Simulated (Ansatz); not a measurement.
# Is BaB2 in the AlB2 type a stable metal?, part 2 of 3

Question: is the lattice of BaB2 in the AlB2 type stable, and if so, what are its coupling constant and resistivity?

Ansatz 0.2.0; DFT PBE, scalar-relativistic, plane waves, PAW; PAW set soft_1.

So far. Step 2 (Rough relaxation): The largest force is now zero by symmetry and the largest stress component 0.33 GPa. Step 3 (Relaxing cell and atoms): The largest force is now zero by symmetry and the largest stress component 0.0087 GPa. The relaxed cell has a = 3.257, c = 4.974 Å (conventional setting).

The structure was built from a prototype and need not be the compound's stable phase.

**4. Relaxing tightly for phonons**

No force is left; the cell is relaxed once more with another smearing and tight thresholds.

input.yaml reads:

```yaml
crystal:
  lattice:
    - [3.2567485899, 0.0, 0.0]
    - [-1.628374295, 2.8204270126, 0.0]
    - [0.0, 0.0, 4.974241509]
  atoms:
    - { symbol: Ba, position: [0.0, 0.0, 0.0] }
    - { symbol: B, position: [0.3333333333, 0.6666666667, 0.5] }
    - { symbol: B, position: [0.6666666667, 0.3333333333, 0.5] }
kpoints:
  mp_grid: { grid: [9, 9, 6] }
hamiltonian:
  xc: pbe
  pseudopotentials: { kind: paw, azcp: { folder: soft_1 } }
scf:
  occupations: { method: methfessel_paxton, width: 0.2 }
output:
  forces: true
  stress: true
  eigenvalues: true
relax:
  adjacent_minimum: "off"
  f_tol: 0.001
  max_steps: 60
  cell: { stress_tol: 0.01 }
```

Run with:

```
$ ansatz run input.yaml --threads 4 --pin off --max-ram 12288MiB --backend cpu --events-out ev --progress --plain --runs-dir out
```

Numbers of over 12 decimals in the logs are rounded to 6 here.

The program printed:

```text
[the first part of the log is left out]
  E_vxc        = -204.170185  (∫ρ·V_xc dr)
  E_paw        = -5352.209130  (= ΣΔE_a)
  E_vpaw       = -47.730801  (= ΣTr[D̂ρ^β])
  E_aug_tail   = 0.000007  (compensation charges beyond the density's cutoff)
  E_ewald      = -856.359182
  E_smearing   = -0.008342  (= −TS)
  E_closure    = -0.000000  (closes the sum)
  Σ components = -6260.424929   (vs F -6260.424929, Δ=0.00e0)
[...]
--- Stress (GPa, compression-positive) ---
        0.006705      -0.000000       0.000000
       -0.000000       0.006705      -0.000000
        0.000000      -0.000000      -0.005127
  P = ⅓ Tr σ = 0.0028 GPa (0.028 kbar)
--- Band table (eV; the first three rows and the last of 48) ---
[...]
--- Relaxed structure (5 steps of the walk, 5 accepted, 1 SCFs on fresh bases) ---
[...]
cell:  # Å, volume = 45.8205 Å³
    - [3.276962, 2.904673555270981e-11, 0]
    - [-1.638481, 2.837932, 0]
    - [0, 0, 4.927041]
  atoms:
    - { symbol: Ba, position: [0, 0, 0] }
    - { symbol: B, position: [0.333333, 0.666667, 0.500000] }
    - { symbol: B, position: [0.666667, 0.333333, 0.500000] }
```

The job ended after 2.9 s (4 threads of AMD EPYC 7B13 (Zen 3), shared host; peak memory 0.42 GiB).

Relaxation path:

| step | energy less that of the first step (eV) | largest force component (eV/Å) | pressure (GPa) | volume (Å³) |
| --- | --- | --- | --- | --- |
| 1 | 0.0000 | 0.0000 | 0.20 | 45.69 |
| 2 | -0.0010 | 0.0000 | 1.15 | 45.29 |
| 3 | -0.0024 | 0.0000 | -0.29 | 45.97 |
| 4 | -0.0027 | 0.0000 | -0.01 | 45.82 |
| 5 | -0.0027 | 0.0000 | 0.00 | 45.82 |
| 6 | -0.0028 | 0.0000 | 0.00 | 45.82 |

The log counts 1 steps on a newly chosen plane-wave basis, not all of them marked here; energy and pressure can jump at such steps.

| conventional cell, symmetrised | before | after | change |
| --- | --- | --- | --- |
| a (Å) | 3.257 | 3.277 | +0.6 % |
| b (Å) | 3.257 | 3.277 | +0.6 % |
| c (Å) | 4.974 | 4.927 | -0.9 % |
| volume (Å³/atom) | 15.23 | 15.27 | +0.3 % |

The relaxed structure:

```xyz
3
Lattice="3.2770 0.0000 0.0000 -1.6385 2.8379 0.0000 0.0000 0.0000 4.9270" Properties=species:S:1:pos:R:3 pbc="T T T"
Ba    0.0000    0.0000    0.0000
B     0.0000    1.8920    2.4635
B     1.6385    0.9460    2.4635
```

Numbers from this step:

```
pressure        : 0.002761 GPa
volume per atom : 15.27 Å³/atom
```

The largest force is now zero by symmetry and the largest stress component 0.0067 GPa, small enough for phonons.

**5. Lattice stability: q 2×2×2, k 6×6×4**

Before any scattering is computed, the phonons show whether the structure is a minimum.

input.yaml reads:

```yaml
crystal:
  lattice:
    - [3.2769617576, 0.0, 0.0]
    - [-1.6384808788, 2.8379321293, 0.0]
    - [0.0, 0.0, 4.9270407657]
  atoms:
    - { symbol: Ba, position: [0.0, 0.0, 0.0] }
    - { symbol: B, position: [0.3333333333, 0.6666666667, 0.5] }
    - { symbol: B, position: [0.6666666667, 0.3333333333, 0.5] }
kpoints:
  mp_grid: { grid: [6, 6, 4] }
hamiltonian:
  xc: pbe
  pseudopotentials: { kind: paw, azcp: { folder: soft_1 } }
scf:
  occupations: { method: methfessel_paxton, width: 0.2 }
output:
  eigenvalues: true
phonons:
  method: dfpt
  qmesh: [2, 2, 2]
  temperatures: { t_max: 1000, t_step: 50 }
  qpath:
    path:
      - [[0.0, 0.0, 0.0], [0.5, 0.0, 0.0], [0.33333333, 0.33333333, 0.0], [0.0, 0.0, 0.0], [0.0, 0.0, 0.5], [0.5, 0.0, 0.5], [0.33333333, 0.33333333, 0.5], [0.0, 0.0, 0.5]]
      - [[0.5, 0.0, 0.5], [0.5, 0.0, 0.0]]
      - [[0.33333333, 0.33333333, 0.5], [0.33333333, 0.33333333, 0.0]]
    npoints: 10
```

The program printed:

```text
Warning: phonons: the dynamical matrix that this run interpolates holds no multipole term above the dipole-dipole one, and a site of this crystal is no centre of inversion, so its interpolated transverse optical and acoustic branches and sound speeds can stay off near Gamma, and the density of states and the thermodynamics with them. What a run solves at a wave vector of phonons.qpoints, Gamma apart, where the deck admits one, is free of this, and under fd what a larger phonons.supercell samples
[...]
Crystal: 3 atoms, lattice volume = 45.820 Å³
Basis set: ecut = 420 eV, 929 PW (Γ), exchange–correlation on 48×48×72 points (8 copies of the dense FFT grid, shifted against one another)
Bands: 12, of which v1, the nominal top of the filled ones, is band 8 counted from 1 (7 counted from 0)
Symmetry: 24 space group operations
k-points: 21 of 144
[...]
SCF iter   1: F=—  HF=-6260.525366 eV  |F-HF|=—  |Δ(HF+E_count)|=         —  Δρ=2.79e-2  dr2=3.00e-1  ethr=3.10e-3  ⟨swp⟩=8.3  Hψ=1899  notcnv=0
[...]
SCF iter   9: F=-6260.468341 eV  HF=-6260.468341 eV  |F-HF|=2.73e-12  |Δ(HF+E_count)|=  8.16e-10  S|Δr|=    0.00e0  Δρ=8.45e-8  dr2=3.42e-12  ethr=1.00e-12  ⟨swp⟩=5.0  Hψ=1352  notcnv=0
SCF 1 converged in 9 iterations: F = -6260.468341 eV  dr2 = 3.42e-12
[...]
SCF iter   5: F=-6260.468341 eV  HF=-6260.468341 eV  |F-HF|=3.64e-12  |Δ(HF+E_count)|=  1.27e-11  S|Δr|=    0.00e0  Δρ=1.29e-7  dr2=6.97e-12  ethr=1.00e-12  ⟨swp⟩=1.7  Hψ=785  notcnv=0
SCF 2 converged in 5 iterations: F = -6260.468341 eV  dr2 = 6.97e-12
phonons: the bands overlap, so this run is a metal and interpolates without the dipole-dipole term. If the crystal is really an insulator or semiconductor, its LO-TO splitting is missing
NSCF: frozen V_eff on 21 k-points
WARN: eigensolver did not converge in 6 slots of this pass, the one above among them; of largest residual over every band (k=14): 1 band(s) unlocked (lowest unlocked band 11, counted from 0; max residual 2.51e-1 eV among the unlocked bands, 2.51e-1 eV over every band); of lowest unlocked band (k=6): band 11
[...]
DFPT response loops at q = (0, 0, 0) (fractional): preconditioner auto → Kerker (q_TF=auto, 2.289 Å⁻¹) (partly filled bands, converged f_vac=0.000); β = 1.00, the filter's whole step (`scf.mixing.beta` (0.50) is not read by the response loops under this deck's `scf.mixing.preconditioner`; to damp them name `kerker` or `kerker_dos`, under which they read `scf.mixing.beta`, and type it under 1.00, their step now; both keys bind the ground state too); Broyden in place of MSR1
[...]
SCF converged after 9 iterations
Stability not checked: this state was not tested for a lower state beside it, because cold or Methfessel-Paxton smearing, or corrected tetrahedra, fill the levels in a way that the test cannot read (fill_not_monotonic; see scf.lower_state_search)
Free energy (F): -6260.468341 eV
[...]
Internal energy: -6260.457888 eV  (E = F + TS)
E sigma→0 (E₀):  -6260.465728 eV
Entropy (-TS):   -0.010454 eV (-3.485 meV/atom)
Fermi energy:    11.203860 eV
[...]
--- Band table (eV; the first three rows and the last of 21) ---
  k-point 0: bands = [... 4 lower, 1.4367, 10.5264, 11.6189, 11.7687, 11.7687, 15.4146, 15.4146, 15.6035]
  k-point 1: bands = [... 4 lower, 2.3312, 9.2652, 11.8896, 11.8896, 12.0445, 15.0173, 15.0173, 15.6429]
  k-point 2: bands = [... 4 lower, 3.3390, 8.0658, 12.0320, 12.0320, 12.2641, 14.6432, 14.6432, 15.6844]
  k-point 20: bands = [... 4 lower, 5.0586, 5.0586, 8.4499, 12.4531, 12.4531, 15.6483, 15.6483, 16.4690]
--- Phonons (Γ-DFPT): 4 representative perturbations + reference (Σ response iterations 12) ---
  ASR residual: 3.619e-5 → 0.000e0 eV/Å²; symmetrization residual: 1.248e-6 eV/Å²
  ASR residual per site (eV/Å²): 3.62e-5 1.78e-5 1.78e-5
  Γ frequencies (cm⁻¹): -460.95 -460.95 0.00 0.00 0.00 192.81 192.81 271.14 608.81
--- Phonons (arbitrary-q DFPT): 4 irreducible q on the 2×2×2 mesh ---
  q = [0.0000, 0.0000, 0.0000] (star 1, of the zone-centre solve; hermiticity 2.89e-7, symmetrization 1.59e-13): -460.95 -460.95 -0.00 -0.00 0.00 192.81 192.81 271.14 608.81
  q = [0.0000, 0.0000, -0.5000] (star 1, 4 solved perturbations in 120 linear systems a pass and spin channel, the states on 39 of 144 k-point pairs; hermiticity 2.12e-12, symmetrization 1.06e-12): -480.11 -480.11 75.64 75.64 92.65 177.94 177.94 327.80 550.33
  q = [0.0000, -0.5000, 0.0000] (star 3, 6 solved perturbations on 39 of 144 k-point pairs; hermiticity 7.26e-8, symmetrization 5.04e-15): -32.97 78.46 140.17 381.85 384.42 389.20 452.04 452.62 484.47
[...]
sum rule: each row above includes the acoustic sum rule's correction from the zone centre's row sums; it moved no ω² by more than (0.67 cm⁻¹)²
  mesh force constants: q→R imaginary residual 1.76e-17; ASR residual 3.619e-5 → 0.000e0 eV/Å²; symmetrization residual 4.441e-15 eV/Å²
  interpolated dispersion: 93 rows × 9 modes
  density of states and harmonic sums: on the 22×22×14 q-mesh, interpolated from the force constants of a 2×2×2 supercell (no non-analytic term)
  largest difference from the sums on the solved wave vectors: F 1.59e-1 eV, S 2.12e-4 and C_V 6.33e-5 eV/K
  zero-point energy: 0.147809 eV/cell   skipped modes (ω ≤ 0): 300, of them read as no rigid motion or as one in doubt: 297 (6.341e-1 modes/cell left out, lowest -480.11 cm⁻¹)   left out of the sums: 7.05e-2 of the cell's modes: C_V's classical limit lies that fraction below 3 k_B per atom; for a crystal, a wire or a layer, F and S can be off by more, and a phonons.interpolated_qmesh denser along its periods is the remedy for the sampling
```

It took 12 s on 4 threads; peak memory 0.54 GiB.

Reading the cycles: dr2 is the Hartree energy of the density residual (eV), the measure of convergence; HF is the Harris–Foulkes estimate of the energy, which meets the free energy F at convergence.

Numbers from this step:

```yaml
share_of_imaginary_modes_in_the_plain_interpolation_between_solved_wavevectors: 0.0716
highest_frequency_solved_or_plainly_interpolated: 608.8 cm⁻¹
```

Solved on the 2×2×2 mesh alone; all other wavevectors are interpolated. Phonon branches along the path, in cm⁻¹:

| point | branch 1 | branch 2 | branch 3 | branch 4 | branch 5 | branch 6 | branch 7 | branch 8 | branch 9 |
| --- | --- | --- | --- | --- | --- | --- | --- | --- | --- |
| Γ | -461 | -461 | 0 | 0 | 0 | 193 | 193 | 271 | 609 |
| halfway | -223 | -135 | 65 | 72 | 114 | 313 | 323 | 364 | 562 |
| M | -33 | 78 | 140 | 382 | 384 | 389 | 452 | 453 | 484 |
| halfway | 60 | 77 | 131 | 401 | 409 | 417 | 457 | 461 | 472 |
| K | 76 | 107 | 107 | 436 | 436 | 453 | 457 | 457 | 458 |
| halfway | -84 | -18 | 75 | 132 | 179 | 326 | 353 | 391 | 547 |
| Γ | -461 | -461 | 0 | 0 | 0 | 193 | 193 | 271 | 609 |
| halfway | -471 | -471 | 51 | 51 | 73 | 186 | 186 | 299 | 580 |
| A | -480 | -480 | 76 | 76 | 93 | 178 | 178 | 328 | 550 |
| halfway | -191 | -149 | 69 | 74 | 78 | 331 | 342 | 363 | 526 |
| L | 51 | 61 | 85 | 372 | 383 | 445 | 454 | 460 | 486 |
| halfway | 50 | 68 | 84 | 389 | 418 | 460 | 462 | 470 | 480 |
| H | 48 | 79 | 79 | 430 | 430 | 454 | 476 | 476 | 499 |
| halfway | 55 | 70 | 78 | 132 | 163 | 348 | 360 | 395 | 517 |
| A | -480 | -480 | 76 | 76 | 93 | 178 | 178 | 328 | 550 |
| jump to L | 51 | 61 | 85 | 372 | 383 | 445 | 454 | 460 | 486 |
| halfway | 41 | 66 | 116 | 381 | 384 | 414 | 453 | 456 | 485 |
| M | -33 | 78 | 140 | 382 | 384 | 389 | 452 | 453 | 484 |
| jump to H | 48 | 79 | 79 | 430 | 430 | 454 | 476 | 476 | 499 |
| halfway | 62 | 94 | 94 | 433 | 433 | 456 | 466 | 466 | 477 |
| K | 76 | 107 | 107 | 436 | 436 | 453 | 457 | 457 | 458 |

The phonon branches as a text plot (rows in cm⁻¹):

```
    586 |****             *******
    541 |    **         **       ******             ****
    495 |      ****    *               *************    *******
    450 |     **********                ***********     *********
    405 |    * ****** ****             ** **********    *****
    359 |    ****       ***           ******     ****   **  *
    314 |   ****        ****    ******* *         * ****
    269 |****           *  *****        *            *
    223 |**  **             **      *  *              *
    178 |                *    ******               *   *
    132 |    ******** ** *             *           *      ***
     87 |  *****************    *********************************
     42 |****     *     * **** **      *************    ***  **
     -4 |*       *       *    *                            *
    -49 |     ***                                           *
    -94 |    *           *
   -140 |                             *
   -185 |                             *
   -231 |                 *                         *
   -276 |   *             *          *
   -321 |   *              *         *
   -367 |  *               *                         *
   -412 | *                 *                         *
   -457 |*                   ********                  *
         Γ      M    K        Γ   A       L    H       A|L M|H  K
```

Lowest modes at the softest wavevector of the mesh. Modes at q = (0.000, 0.000, 0.500), with each element's share of the kinetic energy (negative means imaginary):

| mode | frequency (cm⁻¹) | Ba % | B % |
| --- | --- | --- | --- |
| 1 | -480.1 | 0 | 100 |
| 2 | -480.1 | 0 | 100 |
| 3 | 75.6 | 100 | 0 |
| 4 | 75.6 | 100 | 0 |
| 5 | 92.6 | 100 | 0 |
| 6 | 177.9 | 0 | 100 |

Displacements in mode 2 (-480.1 cm⁻¹), the largest set to 1, in the home cell:
```
Ba1  0.00  0.00  0.00
B2  -1.00  0.27  0.00
B3   1.00 -0.27  0.00
```

Displacements in mode 3 (75.6 cm⁻¹), the largest set to 1, in the home cell:
```
Ba1 1.00 0.00 0.00
B2  0.00 0.00 0.00
B3  0.00 0.00 0.00
```

Among the solved wavevectors the lowest mode, translations apart, is -480 cm⁻¹, imaginary.

(Part 2 of 3 ends here.)

[Logs are printed without paths, hosts, clocks, repeated set-up lines and the standing remarks that a program may print on its own settings, such as how far it seeks lower states.]

[Hosts, paths, dates, database ids (printed as entryN), source tags and the programs' standing remarks are cut or masked in the printed files.]
